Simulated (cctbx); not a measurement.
# Ce4YSbPd2 with cctbx, script by script

Library: cctbx 2025.11. The data are simulated by the first script.

## 1. Simulate the data

run.py:

```python
from cctbx import adptbx, crystal, miller, sgtbx, xray
from cctbx.array_family import flex
from iotbx.shelx import hklf
from scitbx import matrix
import scitbx.random

cs = crystal.symmetry(unit_cell=(7.795, 7.795, 13.905, 90, 90, 90), space_group_symbol='Hall: -I 4 2c')  # I4/mcm
atoms = [  # label, site, U (iso, or U11 U22 U33 U12 U13 U23 in A^2), occupancy
    ("Ce1", (0.6565, 0.8435, 0.1398), (0.0048, 0.0048, 0.0041, 0.0017, 0.0003, -0.0003), 1),
    ("Sb1", (0.5, 0.5, 0.25), (0.0056, 0.0056, 0.0046, 0.0000, 0.0000, 0.0000), 1),
    ("Pd1", (0.132, 0.368, 0), (0.0042, 0.0042, 0.0056, -0.0000, 0.0000, 0.0000), 1),
    ("Y1", (0.5, 0.5, 0), (0.0048, 0.0048, 0.0040, 0.0000, -0.0000, 0.0000), 1),
]
xs = xray.structure(crystal_symmetry=cs)
for label, site, u, occ in atoms:
    u = adptbx.u_cif_as_u_star(cs.unit_cell(), u) if isinstance(u, tuple) else u
    xs.add_scatterer(xray.scatterer(label, site=site, u=u, occupancy=occ))
xs.set_inelastic_form_factors(0.71073, "sasaki")
xs.show_summary()
p1 = xs.expand_to_p1()
ms = miller.build_set(p1, anomalous_flag=True, d_min=0.6)
flex.set_random_seed(53416)
scitbx.random.set_random_seed(53416)
ms = ms.select(flex.random_double(ms.size()) < 0.8)
i = ms.structure_factors_from_scatterers(p1, algorithm="direct").f_calc().as_intensity_array().data()
i = i * 5000 / flex.max(i)
sig = flex.sqrt(i + flex.pow2(0.02 * i) + 8 ** 2)
noise = scitbx.random.variate(scitbx.random.normal_distribution())(i.size())
data = ms.array(data=i + sig * noise, sigmas=sig).set_observation_type_xray_intensity()
with open("data.hkl", "w") as f:
    data.export_as_shelx_hklf(f)
print("reflections written:", data.size(), " <I/sigma> = %.1f" % flex.mean(data.data() / data.sigmas()))
for h, a, b in list(data.sort("data"))[:12]:
    print("%4d%4d%4d %9.1f %7.1f" % (h + (a, b)))
```

```console
$ python run.py
```

```text
Number of scatterers: 4
At special positions: 4
Unit cell: (7.795, 7.795, 13.905, 90, 90, 90)
Space group: I 4/m c m (No. 140)
reflections written: 13133  <I/sigma> = 3.8
   0   0   8    4989.8   122.7
   0   0  -8    4884.0   122.7
  -3  -1   0    3912.7    97.4
   3   1   0    3751.5    97.4
   1   3   0    3749.6    97.4
  -3   1   0    3634.3    97.4
  -1  -3   0    3606.6    97.4
  -6   0   0    3241.8    85.0
   0  -6   0    3198.3    85.0
   2   1  -3    3024.4    80.9
   2   1   3    3012.6    80.9
   0   6   0    3004.5    85.0
```

It took 0.27 s on 1 thread of Arm Neoverse V2, on a shared host, peak memory 0.07 GiB.

## 2. Symmetry

run.py:

```python
from cctbx import crystal, sgtbx, statistics
from cctbx.array_family import flex
from iotbx.shelx import hklf

p1 = crystal.symmetry(unit_cell=(7.795, 7.795, 13.905, 90, 90, 90), space_group_symbol="P 1")
raw = hklf.reader(file_name="data.hkl").as_miller_arrays(crystal_symmetry=p1, anomalous=True)[0]
print(raw.size(), "reflections to d = %.3f A" % raw.d_min())
isig = raw.data() / raw.sigmas()
print("centring   violations  <I/sigma> of those")
best = "P"
for c in "ABCIRF":
    a = raw.customized_copy(space_group_info=sgtbx.space_group_info("Hall: %s 1" % c)).sys_absent_flags().data()
    m = flex.mean(isig.select(a))
    print("%5s %10d of %5d %8.1f" % (c, (isig.select(a) > 4).count(True), a.count(True), m))
    if (isig.select(a) > 4).count(True) < 0.01 * a.count(True):
        best = c
raw = raw.select(~raw.customized_copy(space_group_info=sgtbx.space_group_info("Hall: %s 1" % best)).sys_absent_flags().data())
isig = raw.data() / raw.sigmas()
rows = []
for s in sgtbx.space_group_symbol_iterator():
    g = sgtbx.space_group(s)
    if g.conventional_centring_type_symbol() != best or not g.is_compatible_unit_cell(p1.unit_cell(), 1e-3, 0.02):
        continue
    rows.append((s, g))
print("Laue class    unique    Rint  (classes that these axes allow; Friedel mates merged)")
rint = {}
for s, g in rows:
    laue = g.build_derived_patterson_group()
    key = laue.type().hall_symbol()
    if key not in rint:
        m = raw.customized_copy(space_group_info=laue.info(), anomalous_flag=False).merge_equivalents()
        rint[key] = m.r_int()
        print("%-14s %6d %7.3f" % (laue.type().lookup_symbol(), m.array().size(), m.r_int()))
floor = min(rint.values())
good = [(s, g) for s, g in rows if rint[g.build_derived_patterson_group().type().hall_symbol()] < 2 * floor + 0.03]
top = max(g.build_derived_patterson_group().order_z() for s, g in good)
print("space group    extra absences  I>4sigma  <I/sigma>")
for s, g in good:
    laue = g.build_derived_patterson_group()
    if laue.order_z() != top:
        continue
    a = raw.customized_copy(space_group_info=g.info()).sys_absent_flags().data()
    a &= ~raw.customized_copy(space_group_info=laue.info()).sys_absent_flags().data()
    bad = (isig.select(a) > 4).count(True)
    if bad <= 0.03 * a.count(True):
        print("%-16s %8d %10d %9s  %s" % (s.universal_hermann_mauguin(), a.count(True), bad, "%.1f" % flex.mean(isig.select(a)) if a.count(True) else "-", "centric" if g.is_centric() else "acentric"))
laue = max(good, key=lambda t: t[1].build_derived_patterson_group().order_z())[1].build_derived_patterson_group()
f = raw.customized_copy(space_group_info=laue.info(), anomalous_flag=False).merge_equivalents().array().eliminate_sys_absent().f_sq_as_f()
f.set_observation_type_xray_amplitude()
bins = max(3, min(8, f.size() // 12))
f.setup_binner(n_bins=bins)
w = statistics.wilson_plot(f, {e: n / laue.order_z() for e, n in {'Ce': 16.0, 'Sb': 4.0, 'Pd': 8.0, 'Y': 4.0}.items()}, e_statistics=True)
print("Wilson B = %.2f A^2   <|E^2-1|> = %.3f (0.968 centric, 0.736 acentric)   E^2>4: %.1f %%" % (w.wilson_b, w.mean_e_sq_minus_1, w.percent_e_sq_gt_2))
print("shell (A)         n   <I/sigma>")
m = raw.customized_copy(space_group_info=laue.info(), anomalous_flag=False).merge_equivalents().array().eliminate_sys_absent()
for b in m.setup_binner(n_bins=bins).range_used():
    sel = m.binner().selection(b)
    print("%5.2f - %4.2f %6d %8.1f" % (min(m.binner().bin_d_range(b)[0] if m.binner().bin_d_range(b)[0] > 0 else 99, 99), m.binner().bin_d_range(b)[1], sel.count(True), flex.mean((m.data() / m.sigmas()).select(sel))))
```

```console
$ python run.py
```

```text
13133 reflections to d = 0.600 A
centring   violations  <I/sigma> of those
    A       1811 of  6531      3.7
    B       1799 of  6549      3.7
    C       1674 of  6612      3.3
    I          0 of  6573      0.0
    R       2516 of  8771      3.8
    F       2642 of  9846      3.6
Laue class    unique    Rint  (classes that these axes allow; Friedel mates merged)
I 1 2/m 1        2155   0.055
I 1 1 2/m        2106   0.055
I 2/m 1 1        2154   0.055
I m m m          1178   0.061
I 4/m            1063   0.061
I 4/m m m         636   0.064
space group    extra absences  I>4sigma  <I/sigma>
I 4 2 2                 0          0         -  acentric
I 4 m m                 0          0         -  acentric
I 4 c m               380          0       0.1  acentric
I -4 m 2                0          0         -  acentric
I -4 c 2              380          0       0.1  acentric
I -4 2 m                0          0         -  acentric
I 4/m m m               0          0         -  centric
I 4/m c m             380          0       0.1  centric
Wilson B = 0.40 A^2   <|E^2-1|> = 0.847 (0.968 centric, 0.736 acentric)   E^2>4: 2.7 %
shell (A)         n   <I/sigma>
 6.95 - 1.20     98     28.5
 1.20 - 0.95     81     26.7
 0.95 - 0.83     78     24.9
 0.83 - 0.76     82     23.9
 0.76 - 0.70     72     20.3
 0.70 - 0.66     78     18.0
 0.66 - 0.63     73     17.8
 0.63 - 0.60     74     15.8
```

Time: 0.29 s.

## 3. Patterson map

run.py:

```python
from cctbx import crystal, maptbx
from iotbx.shelx import hklf

cs = crystal.symmetry(unit_cell=(7.795, 7.795, 13.905, 90, 90, 90), space_group_symbol='Hall: -I 4 2c')  # I4/mcm
raw = hklf.reader(file_name="data.hkl").as_miller_arrays(crystal_symmetry=cs, anomalous=True)[0]
merged = raw.eliminate_sys_absent().merge_equivalents()
fo2 = merged.array().set_observation_type_xray_intensity()
f = fo2.average_bijvoet_mates().f_sq_as_f()
pm = f.patterson_map(symmetry_flags=maptbx.use_space_group_symmetry, sharpening=False, resolution_factor=0.25)
peaks = pm.peak_search(parameters=maptbx.peak_search_parameters(min_distance_sym_equiv=0.4, max_clusters=14)).all()
top = peaks.heights()[0]
print("Patterson group", f.patterson_symmetry().space_group_info())
print("      u       v       w   height  length (A)")
for x, h in zip(peaks.sites(), peaks.heights()):
    y = [t - round(t) for t in x]
    print("%7.3f %7.3f %7.3f %8.1f %8.2f" % (x + (1000 * h / top, cs.unit_cell().length(y))))
```

```console
$ python run.py
```

```text
Patterson group I 4/m m m
      u       v       w   height  length (A)
  0.000   0.000   0.000   1000.0     0.00
  0.000   0.000   0.274    358.9     3.82
  0.000   0.308   0.500    343.4     7.36
  0.000   0.000   0.360    240.3     5.00
  0.000   0.288   0.140    165.7     2.97
  0.000   0.000   0.500    164.9     6.95
  0.188   0.188   0.500    158.0     7.26
  0.157   0.344   0.119    157.1     3.38
  0.000   0.314   0.220    154.3     3.91
  0.213   0.213   0.140    108.8     3.05
  0.132   0.368   0.250     93.9     4.62
  0.188   0.188   0.220     74.1     3.69
  0.132   0.373   0.000     62.7     3.08
  0.000   0.056   0.053     20.6     0.86
```

Time: 0.26 s.

## 4. Charge flipping

run.py:

```python
import itertools
from cctbx import crystal, maptbx
from cctbx.array_family import flex
from iotbx.shelx import hklf
from smtbx.ab_initio import charge_flipping as cf

cs = crystal.symmetry(unit_cell=(7.795, 7.795, 13.905, 90, 90, 90), space_group_symbol='Hall: -I 4 2c')  # I4/mcm
raw = hklf.reader(file_name="data.hkl").as_miller_arrays(crystal_symmetry=cs, anomalous=True)[0]
merged = raw.eliminate_sys_absent().merge_equivalents()
fo2 = merged.array().set_observation_type_xray_intensity()
f = fo2.average_bijvoet_mates().f_sq_as_f().resolution_filter(d_min=0.8)
p1 = f.expand_to_p1()
p1.setup_binner_counting_sorted(reflections_per_bin=max(40, p1.size() // 12))
work = p1.array(data=p1.data() / p1.amplitude_quasi_normalisations().data())
flex.set_random_seed(7771)
it = cf.weak_reflection_improved_iterator(delta=None, weak_reflection_fraction=0.1)
it.start(work, phases=flex.random_double(p1.size()) * 6.2832, f_000=0)
it.delta = 0.1 * it.rho_map.sigma()
print("cycle      R  skewness")
for n, st in enumerate(itertools.islice(it, 150)):
    if n % 12 == 0:
        print("%5d %6.3f %8.2f" % (n, st.r1_factor(), st.rho_map.skewness()))
rho = p1.phase_transfer(it.f_calc).fft_map().apply_volume_scaling()
polish = cf.low_density_elimination_iterator(constant_rho_c=rho.sigma())
polish.start(f_obs=p1, phases=it.f_calc, f_000=0)
for _ in range(8):
    next(polish)
print("origin shift          correlation  skewness")
maps = []
for fc, shift, cc in itertools.islice(cf.f_calc_symmetrisations(f, polish.f_calc, 0), 4):
    m = f.phase_transfer(fc).fft_map(symmetry_flags=maptbx.use_space_group_symmetry, resolution_factor=0.25).apply_sigma_scaling()
    maps.append((m.skewness(), cc, m))
    print("%6.3f %6.3f %6.3f %10.3f %9.2f" % (tuple(shift) + (cc, m.skewness())))
skew, cc, m = max((t for t in maps if t[1] > maps[0][1] - 0.04), key=lambda t: t[0])
print("taken: symmetry correlation %.3f, skewness %.2f" % (cc, skew))
peaks = m.peak_search(parameters=maptbx.peak_search_parameters(min_distance_sym_equiv=0.9, max_clusters=9)).all()
sps = cs.special_position_settings(min_distance_sym_equiv=0.5)
print("peak      x       y       z  mult  height/sigma")
for k, (x, h) in enumerate(zip(peaks.sites(), peaks.heights())):
    ss = sps.site_symmetry(x)
    print("Q%-3d %7.4f %7.4f %7.4f %4d %8.1f" % ((k + 1,) + tuple(t % 1 for t in ss.exact_site()) + (ss.multiplicity(), h)))
```

```console
$ python run.py
```

```text
cycle      R  skewness
    0  0.669     0.34
   12  0.022     0.93
   24  0.015     0.92
   36  0.013     0.92
   48  0.012     0.92
   60  0.011     0.91
   72  0.011     0.91
   84  0.011     0.91
   96  0.010     0.91
  108  0.010     0.91
  120  0.009     0.91
  132  0.009     0.91
  144  0.009     0.91
origin shift          correlation  skewness
 0.031  0.763  0.003      0.826      1.64
 0.032  0.763  0.377      0.816      1.67
 0.331  0.158  0.151      0.809      0.54
 0.387  0.646  0.072      0.795      1.16
taken: symmetry correlation 0.816, skewness 1.67
peak      x       y       z  mult  height/sigma
Q1    0.0000  0.0000  0.1393    8      9.7
Q2    0.1503  0.3497  0.5000    8      7.7
Q3    0.0000  0.0000  0.0000    4      5.4
Q4    0.1593  0.3407  0.1533   16      4.0
Q5    0.1593  0.3407  0.2706   16      3.4
Q6    0.0522  0.1533  0.1764   32      2.7
Q7    0.9929  0.2756  0.1278   32      2.4
Q8    0.0066  0.2933  0.5000   16      2.3
Q9    0.0508  0.1543  0.4671   32      2.0
```

Time: 0.45 s.

This run holds a fault made on purpose: flipping threshold far too low.

## 5. Charge flipping

run.py, as its changes from the last script of this kind:

```diff
@@ -18 +18 @@
-it.delta = 0.1 * it.rho_map.sigma()
+it.delta = 1 * it.rho_map.sigma()
```

```console
$ python run.py
```

```text
cycle      R  skewness
    0  0.605     0.23
   12  0.456     1.53
   24  0.466     3.21
   36  0.452     3.86
   48  0.440     3.47
   60  0.443     3.35
   72  0.445     3.58
   84  0.452     3.35
   96  0.457     3.38
  108  0.454     3.46
  120  0.460     3.38
  132  0.437     3.39
  144  0.451     3.39
origin shift          correlation  skewness
 0.473  0.987  0.065      0.793      1.04
 0.473 -0.013  0.192      0.789      1.22
 0.454  0.962  0.255      0.792      0.96
 0.016  0.440  0.033      0.766      0.67
taken: symmetry correlation 0.789, skewness 1.22
peak      x       y       z  mult  height/sigma
Q1    0.1528  0.3472  0.3578   16      9.1
Q2    0.0000  0.0000  0.0000    4      5.0
Q3    0.1253  0.3747  0.0000    8      4.3
Q4    0.0000  0.0000  0.2500    4      4.0
Q5    0.0923  0.2250  0.0000   16      3.6
Q6    0.0444  0.1278  0.3633   32      3.2
Q7    0.1373  0.3627  0.0703   16      3.1
Q8    0.1367  0.3633  0.2942   16      3.0
Q9    0.1307  0.2584  0.1105   32      2.7
```

Time: 0.46 s.

## 6. Refinement (model from the peaks)

run.py:

```python
import math
from cctbx import adptbx, crystal, maptbx, sgtbx, xray
from cctbx.array_family import flex
from cctbx.xray import observations
from iotbx.shelx import hklf
from scitbx.lstbx import normal_eqns_solving
from smtbx import absolute_structure, utils
from smtbx.refinement import constraints, least_squares

cs = crystal.symmetry(unit_cell=(7.795, 7.795, 13.905, 90, 90, 90), space_group_symbol='Hall: -I 4 2c')  # I4/mcm
atoms = [  # label, site, U (iso, or U11 U22 U33 U12 U13 U23 in A^2), occupancy
    ("Ce1", (0.1528, 0.3472, 0.3578), 0.0200, 1),
    ("Sb1", (0, 0, 0), 0.0200, 1),
    ("Pd1", (0.1253, 0.3747, 0), 0.0200, 1),
    ("Y1", (0, 0, 0.25), 0.0200, 1),
]
xs = xray.structure(crystal_symmetry=cs)
for label, site, u, occ in atoms:
    u = adptbx.u_cif_as_u_star(cs.unit_cell(), u) if isinstance(u, tuple) else u
    xs.add_scatterer(xray.scatterer(label, site=site, u=u, occupancy=occ))
xs.set_inelastic_form_factors(0.71073, "sasaki")
raw = hklf.reader(file_name="data.hkl").as_miller_arrays(crystal_symmetry=cs, anomalous=True)[0]
merged = raw.eliminate_sys_absent().merge_equivalents()
fo2 = merged.array().set_observation_type_xray_intensity()
print("Rint %.3f, %d unique reflections to %.2f A" % (merged.r_int(), fo2.size(), fo2.d_min()))
for sc in xs.scatterers():
    sc.flags.set_grad_site(True)
    sc.flags.set_grad_u_aniso(sc.flags.use_u_aniso())
    sc.flags.set_grad_u_iso(sc.flags.use_u_iso())
obs = fo2.as_xray_observations()
extra = {}
rep = constraints.reparametrisation(xs, [], utils.connectivity_table(xs), **extra)
ls = least_squares.crystallographic_ls(obs, rep, weighting_scheme=least_squares.mainstream_shelx_weighting(a=0, b=0))
print("cycle     R1     wR2    GooF  max shift (A)")
for cycle in range(6):
    ls.build_up()
    r1, wr2, goof = ls.r1_factor(cutoff_factor=2)[0], ls.wR2(), ls.goof()
    old = xs.sites_cart()
    normal_eqns_solving.levenberg_marquardt_iterations(ls, n_max_iterations=3, tau=0.0001, step_threshold=1e-7)
    big = flex.max((xs.sites_cart() - old).norms())
    print("%4d %7.4f %7.4f %7.3f %9.5f" % (cycle + 1, r1, wr2, goof, big))
    ls.build_up(objective_only=True)
    if abs(ls.wR2() - wr2) < 5e-5 and big < 5e-4:
        break
ls.build_up()
print("final R1 %.4f wR2 %.4f GooF %.3f  parameters %d  data/parameter %.1f" % (ls.r1_factor(cutoff_factor=2)[0], ls.wR2(), ls.goof(), ls.n_parameters, fo2.size() / ls.n_parameters))
cov = ls.covariance_matrix_and_annotations()
su = dict(zip(cov.annotations, (math.sqrt(max(v, 0)) for v in cov.matrix.matrix_packed_u_diagonal())))
a2 = cs.unit_cell().reciprocal_parameters()[0] ** -2
print("atom        x        y        z      Ueq    occ   su(xyz)  su(Uiso or U11)")
for sc in xs.scatterers():
    s = max(su.get(sc.label + k, 0) for k in (".x", ".y", ".z"))
    npd = "" if sc.is_positive_definite_u(cs.unit_cell()) else "  NPD"
    print("%-5s %8.5f %8.5f %8.5f %8.4f %6.3f %8.5f %7.4f%s" % ((sc.label,) + sc.site + (sc.u_iso_or_equiv(cs.unit_cell()), sc.occupancy, s, su.get(sc.label + ".uiso", su.get(sc.label + ".u11", 0) * a2), npd)))
fo = fo2.f_sq_as_f()
fc = fo.structure_factors_from_scatterers(xs, algorithm="direct").f_calc()
diff = fo.f_obs_minus_f_calc(1 / math.sqrt(ls.scale_factor()), fc).average_bijvoet_mates()
m = diff.fft_map(symmetry_flags=maptbx.use_space_group_symmetry, resolution_factor=0.25).apply_volume_scaling()
print("difference map: max %.2f min %.2f rms %.2f" % (m.statistics().max(), m.statistics().min(), m.statistics().sigma()))
peaks = m.peak_search(parameters=maptbx.peak_search_parameters(min_distance_sym_equiv=0.6, max_clusters=5)).all()
near = xs.closest_distances(peaks.sites(), distance_cutoff=4)
sps = cs.special_position_settings(min_distance_sym_equiv=0.5)
for k, (x, h) in enumerate(zip(peaks.sites(), peaks.heights())):
    ss = sps.site_symmetry(x)
    print("Q%-3d %7.4f %7.4f %7.4f %4d %7.2f  %.2f A from %s" % ((k + 1,) + tuple(t % 1 for t in ss.exact_site()) + (ss.multiplicity(), h, near.smallest_distances[k], xs.scatterers()[near.i_seqs[k]].label)))
```

```console
$ python run.py
```

```text
Rint 0.062, 578 unique reflections to 0.60 A
cycle     R1     wR2    GooF  max shift (A)
   1  0.3065  0.5332  17.870   0.07328
   2  0.1191  0.2235   7.491   0.00021
   3  0.0766  0.1603   5.370   0.00002
   4  0.0765  0.1602   5.368   0.00003
   5  0.0767  0.1604   5.374   0.00003
   6  0.0765  0.1602   5.368   0.00003
final R1 0.0767 wR2 0.1604 GooF 5.374  parameters 7  data/parameter 82.6
atom        x        y        z      Ueq    occ   su(xyz)  su(Uiso or U11)
Ce1    0.15648  0.34352  0.36026   0.0042  1.000  0.00011  0.0002
Sb1    0.00000  0.00000  0.00000   0.0174  1.000  0.00000  0.0007
Pd1    0.13193  0.36807  0.00000   0.0045  1.000  0.00021  0.0004
Y1     0.00000  0.00000  0.25000   0.0001  1.000  0.00000  0.0006
difference map: max 80.38 min -16.41 rms 1.84
Q1    0.0000  0.0000  0.2500    4   80.38  0.00 A from Y1
Q2    0.0000  0.5000  0.0479    8    6.49  1.60 A from Pd1
Q3    0.1176  0.3097  0.3649   32    6.45  0.41 A from Ce1
Q4    0.0000  0.5000  0.5000    4    4.26  1.45 A from Pd1
Q5    0.0000  0.0000  0.0628    8    3.84  0.87 A from Sb1
```

Run time: 0.59 s on 1 thread of Arm Neoverse V2 (shared host), peak memory 0.09 GiB.

Figures of merit this high mean that the model is still wrong or incomplete.

[Logs are printed without paths, hosts, clocks, repeated set-up lines and the standing remarks that a program may print on its own settings, such as how far it seeks lower states.]
